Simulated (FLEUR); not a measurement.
# MnO (Manganosite): a ladder in the smearing, part 3 of 4

Two starts of MnO (Manganosite) are run at each rung of the smearing. Which rung is enough?

FLEUR MaX-R8.1; PBE; all-electron FLAPW, Dirac cores, scalar-relativistic bands.

So far, largest spin moment in the muffin-tin sphere (μB): step 2 (rung 1 (width 0.5 eV), start ferro +) 3.94; step 4 (rung 2 (width 0.25 eV), start ferro +) 4.35; step 5 (rung 2 (width 0.25 eV), start antiferro q=(0,1/2,1/2) +-) 4.40; step 6 (rung 3 (width 0.12 eV), start ferro +) 4.44; step 7 (rung 3 (width 0.12 eV), start antiferro q=(0,1/2,1/2) +-) 4.48.

## Step 8: Rung 4 (width 0.05 eV), start ferro +

The k list default-1 (kpts.xml, not shown) is a Γ-centred 8×8×8 mesh.

File inp.xml:

```
<?xml version="1.0" encoding="UTF-8" standalone="no"?>
<fleurInput fleurInputVersion="0.39">
   <comment>
      MnO
   </comment>
   <calculationSetup>
      <cutoffs Kmax="4.05" Gmax="12.1" GmaxXC="12.1" numbands="0"/>
      <scfLoop itmax="90" minDistance="0.00002" maxIterBroyd="15" imix="Anderson" alpha="0.05" precondParam="0.0" spinf="2.0" sdNocoIR="T"/>
      <coreElectrons ctail="T" frcor="F" kcrel="0" coretail_lmax="0"/>
      <xcFunctional name="pbe" relativisticCorrections="F"/>
      <magnetism jspins="2"/>
      <soc l_soc="F" theta="0.0" phi="0.0" spav="F"/>
      <expertModes spex="0" secvar="F"/>
      <geometryOptimization l_f="F" forcealpha="1.0" forcemix="BFGS" epsdisp="0.00001" epsforce="0.00001"/>
      <ldaU l_linMix="F" mixParam="0.05" spinf="1.0"/>
   </calculationSetup>
   <cell>
      <bzIntegration valenceElectrons="21.0" mode="hist" fermiSmearingEnergy="0.00183747">
         <kPointListSelection listName="default-1"/>
         <xi:include xmlns:xi="http://www.w3.org/2001/XInclude" href="kpts.xml"> </xi:include>
      </bzIntegration>
      <xi:include xmlns:xi="http://www.w3.org/2001/XInclude" href="sym.xml"> </xi:include>
      <bulkLattice scale="1.0">
         <bravaisMatrix>
            <row-1>    0.0000000000000000     4.2008611749857998     4.2008611749857998</row-1>
            <row-2>    4.2008611749857998     0.0000000000000000     4.2008611749857998</row-2>
            <row-3>    4.2008611749857998     4.2008611749857998     0.0000000000000000</row-3>
         </bravaisMatrix>
      </bulkLattice>
   </cell>
   <atomSpecies>
      <species name="Manganese 4.500" element="Mn" atomicNumber="25">
         <mtSphere radius="2.62" gridPoints="867" logIncrement="0.014"/>
         <atomicCutoffs lmax="10" lnonsphr="8"/>
         <electronConfig flipSpins="F">
            <coreConfig>(1s1/2) (2s1/2) (2p1/2) (2p3/2)</coreConfig>
            <valenceConfig>(3s1/2) (3p1/2) (3p3/2) (4s1/2) (3d3/2) (3d5/2)</valenceConfig>
            <stateOccupation state="(3d3/2)" spinUp="1.75" spinDown="0.25"/>
            <stateOccupation state="(3d5/2)" spinUp="3.0" spinDown="0.0"/>
         </electronConfig>
         <energyParameters s="4" p="4" d="3" f="4"/>
         <lo type="SCLO" l="0" n="3" eDeriv="0"/>
         <lo type="SCLO" l="1" n="3" eDeriv="0"/>
      </species>
      <species name="Oxygen (O)" element="O" atomicNumber="8">
         <mtSphere radius="1.48" gridPoints="489" logIncrement="0.022"/>
         <atomicCutoffs lmax="6" lnonsphr="4"/>
         <electronConfig flipSpins="F">
            <coreConfig>(1s1/2)</coreConfig>
            <valenceConfig>(2s1/2) (2p1/2) (2p3/2)</valenceConfig>
            <stateOccupation state="(2p1/2)" spinUp="0.666667" spinDown="0.666667"/>
            <stateOccupation state="(2p3/2)" spinUp="1.333333" spinDown="1.333333"/>
         </electronConfig>
         <energyParameters s="2" p="2" d="3" f="4"/>
      </species>
   </atomSpecies>
   <atomGroups>
      <atomGroup species="Manganese 4.500">
         <relPos label="                   1">.0000000000 .0000000000 .0000000000</relPos>
         <force calculate="T" relaxXYZ="TTT"/>
      </atomGroup>
      <atomGroup species="Oxygen (O)">
         <relPos label="                   2">1.000/2.000 1.000/2.000 1.000/2.000</relPos>
         <force calculate="T" relaxXYZ="TTT"/>
      </atomGroup>
   </atomGroups>
   <output dos="F" band="F" slice="F">
      <bandDOS minEnergy="-.5*Htr" maxEnergy="0.5*Htr" sigma="0.015" storeEVData="T"/>
      <plotting iplot="0" polar="F">
         <plot TwoD="T" vec1="  1.0  0.0  0.0" vec2="  0.0  1.0  0.0" vec3="  0.0  0.0  1.0" zero="  0.0  0.0  0.0" file="plot"/>
      </plotting>
      <moessbauerParams electricFieldGradient="F" isomerShift="F" coreHyperfine="F" valenceHyperfine="F"/>
   </output>
</fleurInput>
```

File crystal.txt:

```
MnO
&input film=F cartesian=F /
0.00000000000  2.22300000000  2.22300000000
2.22300000000  0.00000000000  2.22300000000
2.22300000000  2.22300000000  0.00000000000
1.8897261246
1.0 1.0 1.0

2
25 0.00000000000  0.00000000000  0.00000000000 : 4.500
8 0.50000000000  0.50000000000  0.50000000000

&kpt div1=8 div2=8 div3=8 gamma=T /
```

The run is started by

```bash
> OMP_NUM_THREADS=1 inpgen -f crystal.txt > inpgen.log  # inp.xml is then edited as shown
> OMP_NUM_THREADS=1 mpirun -n 4 fleur_MPI > fleur.log
```

What it wrote:

```text
[banner, memory and clock lines left out]
Welcome to FLEUR        (www.flapw.de)
      MaX-Release 8.1          (www.max-centre.eu)

 ========== k-point set info ==========
 Selected k-point list: default-1
 k-point list type: mesh
 0 x 0 x 0
 Number of k points: 32

 [... set-up left out ...]
 Iteration:     1   Distance:      21.13203097 me/bohr^3
 Iteration:     2   Distance:      17.78684294 me/bohr^3
 Iteration:     3   Distance:       8.36362268 me/bohr^3
 Iteration:     4   Distance:       7.88131250 me/bohr^3
 Iteration:     5   Distance:       3.63887303 me/bohr^3
[...]
<sumOfEigenvalues value="     -709.5208967960">
               <coreElectrons value="-696.9157917836"/>
               <valenceElectrons value="-12.6051050123"/>
            </sumOfEigenvalues>
         [... left out ...]
            <freeEnergy value="-1233.9169119916"/>
            <extrapolationTo0K value="-1233.9167906124"/>
         </totalEnergy>
         <densityConvergence units="me/bohr^3">
            <chargeDensity spin="1" distance="0.0000041602"/>
            <chargeDensity spin="2" distance="0.0000033666"/>
            <overallChargeDensity distance="0.0000051697"/>
            <spinDensity distance="0.0000055278"/>
         </densityConvergence>
      </iteration>
```

It took 9.6 s on 4 MPI ranks of Intel Xeon 6975P-C (Granite Rapids), shared host; peak memory 0.25 GiB.

Numbers from this step:

| Property | Result |
| --- | --- |
| free energy | -33576.5897 eV |
| program's band gap on this mesh (in a metal only a level spacing) | 0.01711 eV |
| magnetization | 4.800 μB |
| final state | ferromagnetic |
| largest moment | 4.475 μB |

The largest moment moves by +0.04 μB from rung 3, at 0.93 times its CPU time.

## Step 9: Rung 4 (width 0.05 eV), start antiferro q=(0,1/2,1/2) +-

The k list default-1 (kpts.xml, not shown) is a Γ-centred 8×4×8 mesh.

Edit inp.xml of step 8 so:

```diff
@@ -17,3 +17,3 @@
    <cell>
-      <bzIntegration valenceElectrons="21.0" mode="hist" fermiSmearingEnergy="0.00183747">
+      <bzIntegration valenceElectrons="42.0" mode="hist" fermiSmearingEnergy="0.00183747">
          <kPointListSelection listName="default-1"/>
@@ -25,4 +25,4 @@
             <row-1>    0.0000000000000000     4.2008611749857998     4.2008611749857998</row-1>
-            <row-2>    4.2008611749857998     0.0000000000000000     4.2008611749857998</row-2>
-            <row-3>    4.2008611749857998     4.2008611749857998     0.0000000000000000</row-3>
+            <row-2>    8.4017223499715996     0.0000000000000000     8.4017223499715996</row-2>
+            <row-3>    8.4017223499715996     4.2008611749857998     4.2008611749857998</row-3>
          </bravaisMatrix>
@@ -39,2 +39,15 @@
             <stateOccupation state="(3d5/2)" spinUp="3.0" spinDown="0.0"/>
+         </electronConfig>
+         <energyParameters s="4" p="4" d="3" f="4"/>
+         <lo type="SCLO" l="0" n="3" eDeriv="0"/>
+         <lo type="SCLO" l="1" n="3" eDeriv="0"/>
+      </species>
+      <species name="Manganese -4.500" element="Mn" atomicNumber="25">
+         <mtSphere radius="2.62" gridPoints="867" logIncrement="0.014"/>
+         <atomicCutoffs lmax="10" lnonsphr="8"/>
+         <electronConfig flipSpins="F">
+            <coreConfig>(1s1/2) (2s1/2) (2p1/2) (2p3/2)</coreConfig>
+            <valenceConfig>(3s1/2) (3p1/2) (3p3/2) (4s1/2) (3d3/2) (3d5/2)</valenceConfig>
+            <stateOccupation state="(3d3/2)" spinUp="0.25" spinDown="1.75"/>
+            <stateOccupation state="(3d5/2)" spinUp="0.0" spinDown="3.0"/>
          </electronConfig>
@@ -61,4 +74,12 @@
       </atomGroup>
+      <atomGroup species="Manganese -4.500">
+         <relPos label="                   2">.0000000000 1.000/2.000 .0000000000</relPos>
+         <force calculate="T" relaxXYZ="TTT"/>
+      </atomGroup>
       <atomGroup species="Oxygen (O)">
-         <relPos label="                   2">1.000/2.000 1.000/2.000 1.000/2.000</relPos>
+         <relPos label="                   3">1.000/2.000 .0000000000 1.000/2.000</relPos>
+         <force calculate="T" relaxXYZ="TTT"/>
+      </atomGroup>
+      <atomGroup species="Oxygen (O)">
+         <relPos label="                   4">1.000/2.000 1.000/2.000 1.000/2.000</relPos>
          <force calculate="T" relaxXYZ="TTT"/>
```

File crystal.txt:

```
MnO
&input film=F cartesian=F /
0.00000000000  2.22300000000  2.22300000000
4.44600000000  0.00000000000  4.44600000000
4.44600000000  2.22300000000  2.22300000000
1.8897261246
1.0 1.0 1.0

4
25 0.00000000000  0.00000000000  0.00000000000 : 4.500
25 0.00000000000  0.50000000000  0.00000000000 : -4.500
8 0.50000000000  0.00000000000  0.50000000000
8 0.50000000000  0.50000000000  0.50000000000

&kpt div1=8 div2=4 div3=8 gamma=T /
```

What it wrote:

```text
[banner, memory and clock lines left out]
Welcome to FLEUR        (www.flapw.de)
      MaX-Release 8.1          (www.max-centre.eu)

 ========== k-point set info ==========
 Selected k-point list: default-1
 k-point list type: mesh
 0 x 0 x 0
 Number of k points: 80

 [... set-up left out ...]
 Iteration:     1   Distance:      21.55656720 me/bohr^3
 Iteration:     2   Distance:      18.18868548 me/bohr^3
 Iteration:     3   Distance:       8.59871620 me/bohr^3
 Iteration:     4   Distance:       7.60570588 me/bohr^3
 Iteration:     5   Distance:       3.52991986 me/bohr^3
[...]
<sumOfEigenvalues value="    -1419.1663830312">
               <coreElectrons value="-1393.8960003007"/>
               <valenceElectrons value="-25.2703827305"/>
            </sumOfEigenvalues>
         [... left out ...]
            <freeEnergy value="-2467.8396746882"/>
            <extrapolationTo0K value="-2467.8395226365"/>
         </totalEnergy>
         <densityConvergence units="me/bohr^3">
            <chargeDensity spin="1" distance="0.0000062005"/>
            <chargeDensity spin="2" distance="0.0000064225"/>
            <overallChargeDensity distance="0.0000065603"/>
            <spinDensity distance="0.0000107867"/>
         </densityConvergence>
      </iteration>
```

The job ended after 53 s (4 MPI ranks; peak memory 0.46 GiB; 3.5 min of CPU time).

Numbers from this step:

- free energy: -67153.3386 eV
- program's band gap on this mesh (in a metal only a level spacing): 7.20e-6 eV
- magnetization: 0 μB
- final state: antiferromagnetic
- largest moment: 4.504 μB

This start lies -79.6 meV a seeded atom from the first, a change of -7.9 meV since rung 3; its largest moment is 4.50 μB.

## Step 10: Rung 5 (width 0.02 eV), start ferro +

The k list default-1 (kpts.xml, not shown) is a Γ-centred 8×8×8 mesh.

Edit inp.xml of step 9 so:

```diff
@@ -17,3 +17,3 @@
    <cell>
-      <bzIntegration valenceElectrons="42.0" mode="hist" fermiSmearingEnergy="0.00183747">
+      <bzIntegration valenceElectrons="21.0" mode="hist" fermiSmearingEnergy="0.00073499">
          <kPointListSelection listName="default-1"/>
@@ -25,4 +25,4 @@
             <row-1>    0.0000000000000000     4.2008611749857998     4.2008611749857998</row-1>
-            <row-2>    8.4017223499715996     0.0000000000000000     8.4017223499715996</row-2>
-            <row-3>    8.4017223499715996     4.2008611749857998     4.2008611749857998</row-3>
+            <row-2>    4.2008611749857998     0.0000000000000000     4.2008611749857998</row-2>
+            <row-3>    4.2008611749857998     4.2008611749857998     0.0000000000000000</row-3>
          </bravaisMatrix>
@@ -39,15 +39,2 @@
             <stateOccupation state="(3d5/2)" spinUp="3.0" spinDown="0.0"/>
-         </electronConfig>
-         <energyParameters s="4" p="4" d="3" f="4"/>
-         <lo type="SCLO" l="0" n="3" eDeriv="0"/>
-         <lo type="SCLO" l="1" n="3" eDeriv="0"/>
-      </species>
-      <species name="Manganese -4.500" element="Mn" atomicNumber="25">
-         <mtSphere radius="2.62" gridPoints="867" logIncrement="0.014"/>
-         <atomicCutoffs lmax="10" lnonsphr="8"/>
-         <electronConfig flipSpins="F">
-            <coreConfig>(1s1/2) (2s1/2) (2p1/2) (2p3/2)</coreConfig>
-            <valenceConfig>(3s1/2) (3p1/2) (3p3/2) (4s1/2) (3d3/2) (3d5/2)</valenceConfig>
-            <stateOccupation state="(3d3/2)" spinUp="0.25" spinDown="1.75"/>
-            <stateOccupation state="(3d5/2)" spinUp="0.0" spinDown="3.0"/>
          </electronConfig>
@@ -74,12 +61,4 @@
       </atomGroup>
-      <atomGroup species="Manganese -4.500">
-         <relPos label="                   2">.0000000000 1.000/2.000 .0000000000</relPos>
-         <force calculate="T" relaxXYZ="TTT"/>
-      </atomGroup>
       <atomGroup species="Oxygen (O)">
-         <relPos label="                   3">1.000/2.000 .0000000000 1.000/2.000</relPos>
-         <force calculate="T" relaxXYZ="TTT"/>
-      </atomGroup>
-      <atomGroup species="Oxygen (O)">
-         <relPos label="                   4">1.000/2.000 1.000/2.000 1.000/2.000</relPos>
+         <relPos label="                   2">1.000/2.000 1.000/2.000 1.000/2.000</relPos>
          <force calculate="T" relaxXYZ="TTT"/>
```

File crystal.txt:

```
MnO
&input film=F cartesian=F /
0.00000000000  2.22300000000  2.22300000000
2.22300000000  0.00000000000  2.22300000000
2.22300000000  2.22300000000  0.00000000000
1.8897261246
1.0 1.0 1.0

2
25 0.00000000000  0.00000000000  0.00000000000 : 4.500
8 0.50000000000  0.50000000000  0.50000000000

&kpt div1=8 div2=8 div3=8 gamma=T /
```

What it wrote:

```text
[banner, memory and clock lines left out]
Welcome to FLEUR        (www.flapw.de)
      MaX-Release 8.1          (www.max-centre.eu)

 ========== k-point set info ==========
 Selected k-point list: default-1
 k-point list type: mesh
 0 x 0 x 0
 Number of k points: 32

 [... set-up left out ...]
 Iteration:     1   Distance:      21.14576689 me/bohr^3
 Iteration:     2   Distance:      17.71973414 me/bohr^3
 Iteration:     3   Distance:       8.35874800 me/bohr^3
 Iteration:     4   Distance:       8.43932049 me/bohr^3
 Iteration:     5   Distance:       3.33266221 me/bohr^3
[...]
<sumOfEigenvalues value="     -709.5096744081">
               <coreElectrons value="-696.9091544461"/>
               <valenceElectrons value="-12.6005199621"/>
            </sumOfEigenvalues>
         [... left out ...]
            <freeEnergy value="-1233.9167998999"/>
            <extrapolationTo0K value="-1233.9167844508"/>
         </totalEnergy>
         <densityConvergence units="me/bohr^3">
            <chargeDensity spin="1" distance="0.0000097172"/>
            <chargeDensity spin="2" distance="0.0000093110"/>
            <overallChargeDensity distance="0.0000146581"/>
            <spinDensity distance="0.0000121400"/>
         </densityConvergence>
      </iteration>
```

Elapsed: 9.9 s, on 4 MPI ranks; peak memory 0.22 GiB.

Numbers from this step:

- free energy: -33576.5866 eV
- program's band gap on this mesh (in a metal only a level spacing): 0.01678 eV
- magnetization: 4.831 μB
- final state: ferromagnetic
- largest moment: 4.497 μB

The largest moment moves by +0.02 μB from rung 4, at 1.0 times its CPU time.

(Part 3 of 4 ends here.)

[Logs and program files are shortened in this print: banners, set-up blocks, solver, clock and traceback lines can be left out without a mark of their own.]

[Logs are printed without paths, hosts, clocks, repeated set-up lines and the standing remarks that a program may print on its own settings, such as how far it seeks lower states.]

[Hosts, paths, dates, database ids (printed as entryN), source tags and the programs' standing remarks are cut or masked in the printed files.]

[Where a cell is said to come from a database of computed structures, the database is the Materials Project.]
